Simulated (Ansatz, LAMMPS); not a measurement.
## Relaxing a frame of liquid K(F,Br) from 850 K (94 atoms)

Aim: bring a frame of liquid K(F,Br) from 850 K (94 atoms) to a nearby minimum of the energy and see what moves.

Calculated with Ansatz 0.2.0; Kohn-Sham DFT, PBE, PAW (set soft_2), plane waves.

**1. Starting point**

The cell holds 94 atoms: 47 K, 18 F and 29 Br. Its edges and angles: a = 15.109 Å, b = 15.109 Å, c = 15.109 Å, α = 90.0°, β = 90.0°, γ = 90.0°. 94 atoms (47 K, 18 F, 29 Br) placed at random at 2.17 g/cm³, melted at 1800 K for 10 ps at fixed volume with the Lennard-Jones and Coulomb ion parameters for SPC/E (Joung and Cheatham, J. Phys. Chem. B 112, 9020 (2008)), full charges. Snapshot at the end of a hold of 20 ps at 850 K and fixed volume.

What the set-up can't give: The starting topology of bonds comes from the classical model. The ion parameters were fitted for water, not for melts, so the starting structure of this cell may lie well off the real melt's. The Brillouin zone is sampled at Γ only, in a cell whose shortest periodic width is 15 Å.

**2. Single point at the start**

The forces at the start show how far the geometry lies from a minimum of this functional.

File input.yaml:

```yaml
crystal:
  lattice:
    - [15.1089, 0.0, 0.0]
    - [0.0, 15.1089, 0.0]
    - [0.0, 0.0, 15.1089]
  atoms:
    - { symbol: K, position: [0.45339, 0.65338, 0.51139] }
    - { symbol: K, position: [0.79393, 0.59955, 0.3547] }
    - { symbol: K, position: [0.54964, 0.48357, 0.66015] }
    - { symbol: K, position: [0.34197, 0.8893, 0.08801] }
    [... 84 atom lines left out ...]
    - { symbol: Br, position: [0.11018, 0.03199, 0.67916] }
    - { symbol: Br, position: [0.00126, 0.77473, 0.76609] }
    - { symbol: Br, position: [0.8093, 0.86346, 0.44121] }
    - { symbol: Br, position: [0.74073, 0.95748, 0.21344] }
    - { symbol: Br, position: [0.98282, 0.54805, 0.41542] }
    - { symbol: Br, position: [0.7535, 0.08572, 0.60847] }
kpoints:
  mp_grid: { grid: [1, 1, 1] }
hamiltonian:
  xc: pbe
scf:
  occupations: { method: fermi_dirac, width: 0.05 }
output:
  forces: true
  stress: true
  populations: true
  dos:
    method: { smearing: { sigma: 0.1 } }
    de: 0.1
    projected: { site_lists: { Br: [Br], F: [F], K: [K] } }
  eigenvalues: true
```

On the command line:

```sh
$ ansatz run input.yaml --threads 4 --pin off --max-ram 8192MiB --backend cpu --events-out ev --progress --plain --runs-dir out
```

Elapsed: 42 s, on 4 threads of Intel Xeon Platinum 8488C (Sapphire Rapids), shared host; peak memory 4.4 GiB; 2.6 min of CPU time.

Read from the output:

- free energy: -167673.7929 eV
- free energy per atom: -1783.7638 eV/atom
- SCF cycles: 10
- pressure: -0.3941 GPa
- r.m.s. force component: 0.2444 eV/Å
- longest force: 0.9243 eV/Å
- Fermi energy: 2.346 eV
- gap (highest filled to lowest empty level): 3.26 eV
- spilling of the projection: 0.004211

The r.m.s. force component of 0.24 eV/Å and the pressure of -0.39 GPa set the starting point.

Length of the force by element:

| element | coordination | atoms | mean length of the force (eV/Å) | spread | least | most |
| --- | --- | --- | --- | --- | --- | --- |
| Br | all | 29 | 0.378 | 0.138 | 0.204 | 0.900 |
| F | all | 18 | 0.384 | 0.144 | 0.133 | 0.669 |
| K | all | 47 | 0.400 | 0.185 | 0.0763 | 0.924 |

**3. Relaxation**

The atoms are relaxed in the fixed cell, aiming at the force tolerance of the input.

input.yaml, the sections that differ from step 2:

```yaml
output:
  forces: true
relax:
  f_tol: 0.05
  max_steps: 107
# crystal, kpoints, hamiltonian, scf: as in step 2
```

Elapsed: 5.8 min, on 4 threads; peak memory 4.3 GiB.

Step by step:

| step | energy less that of the first step (eV) | largest force component (eV/Å) |
| --- | --- | --- |
| 1 | 0.0000 | 0.8394 |
| 2 | -2.8048 | 0.3977 |
| 3 | -4.4014 | 0.2567 |
| 4 | -5.2599 | 0.1544 |
| 5 | -5.7060 | 0.1101 |
| 6 | -6.0302 | 0.0977 |
| 7 | -6.2118 | 0.0948 |
| 8 | -6.3272 | 0.1247 |
| 9 | -6.4112 | 0.0880 |
| 10 | -6.4957 | 0.0560 |
| 11 | -6.5508 | 0.0436 |
| 12 | -6.5848 | 0.0619 |
| 13 | -6.6015 | 0.0859 |
| 14 | -6.5978 | 0.1148 |
| 15 | -6.6284 | 0.0294 |
| 16 | -6.6390 | 0.0147 |
| 17 | -6.6413 | 0.0305 |

Relaxation step 14 was tried and not accepted.

The atoms that moved most (Å):

| atom | dx | dy | dz | length |
| --- | --- | --- | --- | --- |
| F49 | -0.901 | -0.552 | 0.841 | 1.351 |
| Br72 | -0.067 | 0.548 | -1.168 | 1.292 |
| K34 | -0.543 | 0.899 | 0.740 | 1.285 |
| K22 | -0.807 | -0.729 | 0.231 | 1.112 |
| K3 | 0.770 | 0.044 | 0.773 | 1.092 |
| Br91 | 0.554 | -0.782 | 0.507 | 1.084 |
| K7 | -0.283 | -0.526 | 0.895 | 1.076 |
| K25 | -0.739 | 0.513 | 0.562 | 1.061 |

The relaxation changed the energy by -70.7 meV/atom, and atoms moved by 0.65 Å r.m.s., 1.4 Å at most.

**4. Structure statistics after relaxation**

Bonds before and after, by the cutoffs listed below:

| pair | bonds before | bonds after | mean before (Å) | mean after (Å) | spread before (Å) | spread after (Å) |
| --- | --- | --- | --- | --- | --- | --- |
| K-Br | 148 | 157 | 3.361 | 3.412 | 0.210 | 0.155 |
| K-F | 64 | 77 | 2.686 | 2.627 | 0.126 | 0.102 |

Density 2.17 g/cm³, 36.69 Å³ an atom.

g(r), total and by pair (bins of 0.2 Å):

| r (Å) | total | K-K | K-Br | K-F | Br-Br | Br-F | F-F |
| --- | --- | --- | --- | --- | --- | --- | --- |
| 2.40 | 0.10 | 0.00 | 0.00 | 0.53 | 0.00 | 0.00 | 0.00 |
| 2.60 | 2.83 | 0.00 | 0.00 | 14.75 | 0.00 | 0.00 | 0.00 |
| 2.80 | 0.49 | 0.00 | 0.00 | 2.54 | 0.00 | 0.00 | 0.00 |
| 3.00 | 0.10 | 0.00 | 0.11 | 0.37 | 0.00 | 0.00 | 0.00 |
| 3.20 | 1.16 | 0.00 | 3.56 | 0.33 | 0.00 | 0.00 | 0.00 |
| 3.40 | 2.42 | 0.22 | 7.42 | 0.00 | 0.00 | 0.00 | 2.21 |
| 3.60 | 0.86 | 0.56 | 1.96 | 0.00 | 0.00 | 0.19 | 2.62 |
| 3.80 | 1.02 | 2.14 | 0.56 | 0.11 | 0.00 | 1.43 | 3.50 |
| 4.00 | 1.14 | 2.02 | 0.50 | 0.30 | 0.00 | 2.60 | 3.17 |
| 4.20 | 1.12 | 1.97 | 0.28 | 0.09 | 1.11 | 2.83 | 2.43 |
| 4.40 | 1.21 | 1.86 | 0.26 | 0.51 | 2.55 | 2.57 | 0.44 |
| 4.60 | 0.90 | 1.65 | 0.29 | 0.23 | 1.85 | 1.13 | 1.22 |
| 4.80 | 1.02 | 0.86 | 0.52 | 0.91 | 3.54 | 1.14 | 0.00 |
| 5.00 | 0.82 | 1.25 | 0.65 | 0.71 | 1.30 | 0.31 | 0.33 |
| 5.20 | 0.92 | 1.02 | 0.44 | 0.96 | 1.44 | 0.88 | 2.85 |
| 5.40 | 0.76 | 0.47 | 0.62 | 1.32 | 1.00 | 0.81 | 0.28 |
| 5.60 | 0.80 | 0.59 | 0.65 | 1.20 | 1.25 | 0.84 | 0.26 |
| 5.80 | 0.98 | 0.92 | 0.74 | 1.45 | 0.77 | 1.47 | 0.00 |
| 6.00 | 1.09 | 0.76 | 0.87 | 1.76 | 1.36 | 1.31 | 0.23 |
| 6.20 | 1.02 | 1.35 | 1.29 | 0.89 | 0.51 | 0.48 | 0.43 |
| 6.40 | 1.14 | 0.85 | 1.43 | 1.77 | 0.72 | 0.52 | 0.42 |
| 6.60 | 0.93 | 0.83 | 1.15 | 0.97 | 1.12 | 0.36 | 0.78 |
| 6.80 | 1.01 | 1.05 | 1.33 | 0.91 | 0.63 | 0.57 | 0.92 |
| 7.00 | 0.98 | 0.66 | 1.52 | 0.66 | 0.73 | 0.92 | 1.04 |
| 7.20 | 1.01 | 1.03 | 1.21 | 1.13 | 0.44 | 0.71 | 0.98 |
| 7.40 | 1.06 | 0.93 | 1.27 | 1.01 | 0.59 | 1.20 | 1.23 |

Bonds by pair of elements; cutoffs follow the first minimum of g(r), held within bounds set by covalent radii, and pairs that aren't listed don't count as bonded:

| pair A-B | cutoff (Å) | bonds | mean length (Å) | spread (Å) | shortest (Å) | B about A | A about B |
| --- | --- | --- | --- | --- | --- | --- | --- |
| K-Br | 3.93 | 157 | 3.41 | 0.155 | 3.10 | 3.34 | 5.41 |
| K-F | 3.04 | 77 | 2.63 | 0.102 | 2.46 | 1.64 | 4.28 |

How many atoms have how many bonded neighbours:

| element | mean | 4 | 5 | 6 | 7 | 8 |
| --- | --- | --- | --- | --- | --- | --- |
| Br | 5.41 | 2 | 16 | 9 | 1 | 1 |
| F | 4.28 | 14 | 3 | 1 | 0 | 0 |
| K | 4.98 | 10 | 28 | 9 | 0 | 0 |

Bond angles, per cent of each kind in bins of 5°:

| angle (°) | K-Br-K | Br-K-Br | Br-K-F | K-F-K | F-K-F |
| --- | --- | --- | --- | --- | --- |
| 55–60 | 0.3 | 0.0 | 0.0 | 0.0 | 0.0 |
| 60–65 | 1.7 | 0.0 | 0.0 | 0.0 | 0.0 |
| 65–70 | 7.6 | 0.0 | 1.0 | 0.0 | 0.0 |
| 70–75 | 8.7 | 4.6 | 3.4 | 0.0 | 4.1 |
| 75–80 | 10.1 | 9.2 | 6.7 | 3.1 | 4.1 |
| 80–85 | 9.0 | 10.1 | 16.3 | 3.9 | 12.2 |
| 85–90 | 7.3 | 11.1 | 14.4 | 8.5 | 16.3 |
| 90–95 | 5.9 | 13.4 | 12.9 | 13.2 | 4.1 |
| 95–100 | 5.9 | 10.6 | 9.6 | 16.3 | 16.3 |
| 100–105 | 3.6 | 6.5 | 4.8 | 10.1 | 10.2 |
| 105–110 | 2.2 | 4.6 | 1.9 | 8.5 | 4.1 |
| 110–115 | 2.2 | 3.2 | 1.0 | 7.8 | 4.1 |
| 115–120 | 3.9 | 3.2 | 0.5 | 8.5 | 2.0 |
| 120–125 | 6.7 | 1.4 | 2.9 | 5.4 | 4.1 |
| 125–130 | 3.1 | 1.8 | 1.9 | 1.6 | 0.0 |
| 130–135 | 3.4 | 3.2 | 1.4 | 1.6 | 2.0 |
| 135–140 | 2.8 | 1.4 | 2.9 | 0.0 | 0.0 |
| 140–145 | 3.6 | 0.9 | 1.9 | 3.1 | 0.0 |
| 145–150 | 3.9 | 0.9 | 4.3 | 0.8 | 8.2 |
| 150–155 | 2.2 | 1.4 | 2.9 | 0.8 | 2.0 |
| 155–160 | 2.8 | 4.2 | 1.9 | 3.1 | 2.0 |
| 160–165 | 1.4 | 1.8 | 3.8 | 0.0 | 2.0 |
| 165–170 | 1.1 | 3.7 | 1.9 | 2.3 | 2.0 |
| 170–175 | 0.0 | 2.3 | 1.0 | 1.6 | 0.0 |
| 175–180 | 0.3 | 0.5 | 1.0 | 0.0 | 0.0 |

Bond angles (no mean is given where the spread exceeds 20°):

| angle | count | mean (°) | spread (°) |
| --- | --- | --- | --- |
| K-Br-K | 356 | - | - |
| Br-K-Br | 217 | - | - |
| Br-K-F | 209 | - | - |
| K-F-K | 129 | - | - |
| F-K-F | 49 | - | - |

Bond length by coordination (bonds to H left out):

| element | coordination | atoms | mean bond length (Å) |
| --- | --- | --- | --- |
| Br | 4 | 2 | 3.37 |
| Br | 5 | 16 | 3.38 |
| Br | 6 | 9 | 3.44 |
| Br | 7 | 1 | 3.45 |
| Br | 8 | 1 | 3.54 |
| F | 4 | 14 | 2.59 |
| F | 5 | 3 | 2.70 |
| F | 6 | 1 | 2.82 |
| K | 4 | 10 | 3.08 |
| K | 5 | 28 | 3.12 |
| K | 6 | 9 | 3.30 |

For some of the pairs, g(r) has its first main peak near 3.4 Å (K-Br), 2.6 Å (K-F), 4.2 Å (Br-F) and 3.8 Å (F-F). Counting bonds as in the table, 55 % of Br atoms have 5, 78 % of F atoms have 4 and 60 % of K atoms have 5 bonded neighbours.

**5. Single point at the relaxed geometry**

One more single point at the end of the walk gives the fuller output and checks the residual forces.

File input.yaml:

```yaml
crystal:
  lattice:
    - [15.1089, 0.0, 0.0]
    - [0.0, 15.1089, 0.0]
    - [0.0, 0.0, 15.1089]
  atoms:
    - { symbol: K, position: [0.46215, 0.64641, 0.50016] }
    - { symbol: K, position: [0.81772, 0.59375, 0.38166] }
    - { symbol: K, position: [0.60061, 0.48648, 0.71128] }
    - { symbol: K, position: [0.33134, 0.91334, 0.0736] }
    [... 84 atom lines left out ...]
    - { symbol: Br, position: [0.12158, 0.01472, 0.66907] }
    - { symbol: Br, position: [0.02183, 0.76136, 0.75837] }
    - { symbol: Br, position: [0.84596, 0.81167, 0.47475] }
    - { symbol: Br, position: [0.74112, 0.96547, 0.22032] }
    - { symbol: Br, position: [0.01363, 0.53777, 0.44138] }
    - { symbol: Br, position: [0.75659, 0.07018, 0.60249] }
kpoints:
  mp_grid: { grid: [1, 1, 1] }
hamiltonian:
  xc: pbe
scf:
  occupations: { method: fermi_dirac, width: 0.05 }
output:
  forces: true
  stress: true
  populations: intrinsic
  dos:
    method: { smearing: { sigma: 0.1 } }
    de: 0.1
    projected: { site_lists: { Br: [Br], F: [F], K: [K] } }
  eigenvalues: true
  write_density: true
  write_potential: true
  volumetric_format: npy
  elf: true
```

It took 40 s on 4 threads; peak memory 4.4 GiB.

The program notes that the exchange-correlation potential is rough where the density is thin.

The run gave:

| Property | Result |
| --- | --- |
| free energy | -167680.4342 eV |
| free energy per atom | -1783.8344 eV/atom |
| SCF cycles | 9 |
| pressure | -0.4149 GPa |
| r.m.s. force component | 0.00807 eV/Å |
| longest force | 0.03643 eV/Å |
| Fermi energy | 2.216 eV |
| gap (highest filled to lowest empty level) | 3.727 eV |

Intrinsic-atomic-orbital charges by element and coordination:

| element | coordination | atoms | mean charge (e) | spread | least | most |
| --- | --- | --- | --- | --- | --- | --- |
| Br | all | 29 | -0.736 | 0.0082 | -0.749 | -0.715 |
| Br | 4 | 2 | -0.742 | 0.0056 | -0.747 | -0.736 |
| Br | 5 | 16 | -0.740 | 0.0053 | -0.749 | -0.730 |
| Br | 6 | 9 | -0.731 | 0.004 | -0.740 | -0.726 |
| Br | 7 | 1 | -0.718 | 0 | -0.718 | -0.718 |
| Br | 8 | 1 | -0.715 | 0 | -0.715 | -0.715 |
| F | all | 18 | -0.883 | 0.0057 | -0.890 | -0.867 |
| F | 4 | 14 | -0.885 | 0.0036 | -0.890 | -0.875 |
| F | 5 | 3 | -0.878 | 0.0032 | -0.882 | -0.874 |
| F | 6 | 1 | -0.867 | 0 | -0.867 | -0.867 |
| K | all | 47 | 0.792 | 0.0271 | 0.727 | 0.853 |
| K | 4 | 10 | 0.802 | 0.019 | 0.761 | 0.823 |
| K | 5 | 28 | 0.795 | 0.0276 | 0.739 | 0.853 |
| K | 6 | 9 | 0.772 | 0.0225 | 0.727 | 0.798 |

Density of states as counts of states in windows of 1 eV (from the Fermi level), total and the larger projections:

| from (eV) | to (eV) | total | Br p | F p | K s | Br s | K p |
| --- | --- | --- | --- | --- | --- | --- | --- |
| -18 | -15 | 0.0 | 0.0 | 0.0 | 0.0 | 0.0 | 0.0 |
| -15 | -14 | 60.3 | 0.1 | 0.0 | 2.9 | 43.4 | 13.9 |
| -14 | -13 | 265.9 | 0.5 | 0.7 | 0.5 | 11.5 | 252.4 |
| -13 | -12 | 13.7 | 0.0 | 0.1 | 0.0 | 0.1 | 13.5 |
| -12 | -4 | 0.0 | 0.0 | 0.0 | 0.0 | 0.0 | 0.0 |
| -4 | -3 | 105.6 | 7.2 | 94.0 | 2.2 | 0.0 | 0.7 |
| -3 | -2 | 167.6 | 150.9 | 10.5 | 3.9 | 0.1 | 0.7 |
| -2 | -1 | 8.9 | 8.7 | 0.1 | 0.0 | 0.0 | 0.0 |
| -1 | 1 | 0.0 | 0.0 | 0.0 | 0.0 | 0.0 | 0.0 |
| 1 | 2 | 2.0 | 0.0 | 0.0 | 1.6 | 0.2 | 0.0 |
| 2 | 3 | 9.1 | 0.5 | 0.1 | 7.0 | 0.6 | 0.1 |
| 3 | 4 | 29.3 | 1.5 | 0.3 | 19.8 | 1.1 | 0.2 |
| 4 | 5 | 68.6 | 1.4 | 0.4 | 22.5 | 0.5 | 0.1 |

Between -26 and -18 eV lie 36 more states.

The stored curve holds about 658 of the 752 electrons; the rest, give or take the few that broadening carries across the Fermi level, lie in deeper levels below its range.

The levels nearest the highest filled one (over half full), pooled over k-points and spins:

| level less the highest filled one (eV) | occupation |
| --- | --- |
| -0.157 | 2 |
| -0.123 | 2 |
| -0.0986 | 2 |
| -0.073 | 2 |
| -0.0049 | 2 |
| 0 | 2 |
| 3.73 | 0 |
| 4.53 | 0 |
| 4.74 | 0 |
| 4.76 | 0 |
| 4.82 | 0 |
| 4.87 | 0 |

Mean intrinsic-atomic-orbital charges: Br -0.74, F -0.88, K +0.79 e. The largest share in the top eV of filled states is Br p (94 % of the projected weight), and in the lowest eV of empty states K s (85 % of the projected weight).

**6. Results**

```json
{"energy change in the relaxation": "-70.65 meV/atom", "r.m.s. displacement": "0.647 Å", "largest displacement": "1.351 Å", "free energy per atom": "-1783.8344 eV/atom", "pressure": "-0.4149 GPa", "r.m.s. force component": "0.00807 eV/Å", "gap (highest filled to lowest empty level)": "3.727 eV", "wall time of the 3 DFT runs": "7.2 min"}
```

In words: Relaxation lowers the energy by 70.7 meV/atom and moves atoms by 0.65 Å r.m.s.; the r.m.s. force component goes from 0.24 to 0.0081 eV/Å, the pressure goes from -0.39 to -0.41 GPa, and the gap from 3.26 to 3.73 eV. By the final cutoffs 14 of 212 bonded pairs parted and 36 joined. First to last step the energy falls by 6.641 eV; the largest move, 1.35 Å, is that of F49. The K-F bonds go from 2.686 Å (spread 0.126) to 2.627 Å (spread 0.102), and their number from 64 to 77. Counting bonds as in the table, 55 % of Br atoms have 5, 78 % of F atoms have 4 and 60 % of K atoms have 5 bonded neighbours. The highest filled and lowest empty levels differ by 3.73 eV (at Γ alone); a semilocal functional tends to put such gaps too low. In a disordered cell it changes from sample to sample and from frame to frame.

**Limits.** The network of bonds at the start is that of the classical potential that made the cell; in DFT 14 of its 212 bonded pairs passed out of the cutoffs and 36 came within them.

[Logs are printed without paths, hosts, clocks, repeated set-up lines and the standing remarks that a program may print on its own settings, such as how far it seeks lower states.]

[Hosts, paths, dates, database ids (printed as entryN), source tags and the programs' standing remarks are cut or masked in the printed files.]
